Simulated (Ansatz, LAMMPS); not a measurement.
# What went wrong? 33Li2O-67Al2O3 (mol %) with crystalline order left by the classical run (65 atoms)

Program: Ansatz 0.2.0. The cell: 10 Li, 20 Al and 35 O.

Contents of input.yaml:

```yaml
crystal:
  lattice:
    - [8.27426, 0.0, 0.0]
    - [0.0, 8.27426, 0.0]
    - [0.0, 0.0, 8.27426]
  atoms:
    - { symbol: Li, position: [0.03947, 0.51026, 0.80814] }
    - { symbol: Li, position: [0.81433, 0.65594, 0.69163] }
    - { symbol: Li, position: [0.06877, 0.81274, 0.19299] }
    - { symbol: Li, position: [0.35028, 0.67826, 0.36123] }
    - { symbol: Li, position: [0.84041, 0.99403, 0.0513] }
    - { symbol: Li, position: [0.34494, 0.99562, 0.38388] }
    - { symbol: Li, position: [0.82433, 0.05719, 0.36738] }
    - { symbol: Li, position: [0.56623, 0.49938, 0.86706] }
    - { symbol: Li, position: [0.34388, 0.9822, 0.05625] }
    - { symbol: Li, position: [0.46006, 0.99174, 0.57934] }
    - { symbol: Al, position: [0.81589, 0.98957, 0.69374] }
    - { symbol: Al, position: [0.08825, 0.80704, 0.52075] }
    - { symbol: Al, position: [0.83652, 0.32671, 0.03677] }
    - { symbol: Al, position: [0.09721, 0.82787, 0.87624] }
    - { symbol: Al, position: [0.32112, 0.33302, 0.36478] }
    - { symbol: Al, position: [0.58486, 0.51504, 0.52786] }
    - { symbol: Al, position: [0.5647, 0.83518, 0.88148] }
    - { symbol: Al, position: [0.08062, 0.14929, 0.20055] }
    [... 41 atom lines left out ...]
    - { symbol: O, position: [0.82203, 0.17218, 0.86542] }
    - { symbol: O, position: [0.32521, 0.16823, 0.20552] }
    - { symbol: O, position: [0.8668, 0.16644, 0.56355] }
    - { symbol: O, position: [0.3123, 0.8165, 0.53436] }
    - { symbol: O, position: [0.08902, 0.31887, 0.02554] }
    - { symbol: O, position: [0.08877, 0.31635, 0.70278] }
kpoints:
  mp_grid: { grid: [1, 1, 1] }
hamiltonian:
  xc: pbe
scf:
  occupations: { method: fermi_dirac, width: 0.05 }
  eigensolver: { kind: { support_functions: { accuracy: medium, radius: 2.8 } } }
  max_iter: 150
output:
  forces: true
  eigenvalues: true
```

Started as:

```bash
ansatz run input.yaml --threads 4 --pin off --max-ram 8192MiB --backend cpu --events-out ev --progress --plain --runs-dir out
```

What it wrote:

```text
Warning: scf.eigensolver.kind.support_functions: disabling space-group detection — the functions' gradient is summed over unrotated k-points, so no spatial operation reduces the k-mesh or symmetrises the density; time reversal is kept, so that k and −k are solved as one point where they differ and the mesh holds both, and exact exchange and, on two spinor components, a DFT+U term hold to it where the run has them: [...]
Warning: basis.ecutwfc = 464 eV, auto-derived: no grid that the accuracy of the support functions lays serves the files at the lower one that their records recommend; a deck with other species or settings can derive another value
settings of this run that can trade accuracy for cost: scf.eigensolver.kind.support_functions [...]
Engine: ansatz 0.2.0, aarch64-unknown-linux-gnu
Pseudopotentials: kind: paw
Pseudopotential: Li, paw, valence charge 3, recommended cutoff 420 eV (normal), Li.paw.azcp
Pseudopotential: Al, paw, valence charge 3, recommended cutoff 420 eV (normal), Al.paw.azcp
Pseudopotential: O, paw, valence charge 6, recommended cutoff 420 eV (normal), O.paw.azcp
[... 5 lines on functional and potentials left out ...]
Error: SCF: the radius of support functions is under 3.13 Å, the least for these sites at the functions' level (scf.eigensolver.kind.support_functions.accuracy). Use scf.eigensolver.kind: auto, or type scf.eigensolver.kind.support_functions.radius at least as long, [...]
```

Wall time 7 s (4 threads of Arm Neoverse N1, shared host); peak memory 0.21 GiB.

What is at fault here, and what would mend it?

A radius under the least that the level allows: support_functions.radius = 2.8.

The fix is to use a longer radius.

The run ended with an error.

[Logs are printed without paths, hosts, clocks, repeated set-up lines and the standing remarks that a program may print on its own settings, such as how far it seeks lower states.]

[Hosts, paths, dates, database ids (printed as entryN), source tags and the programs' standing remarks are cut or masked in the printed files.]
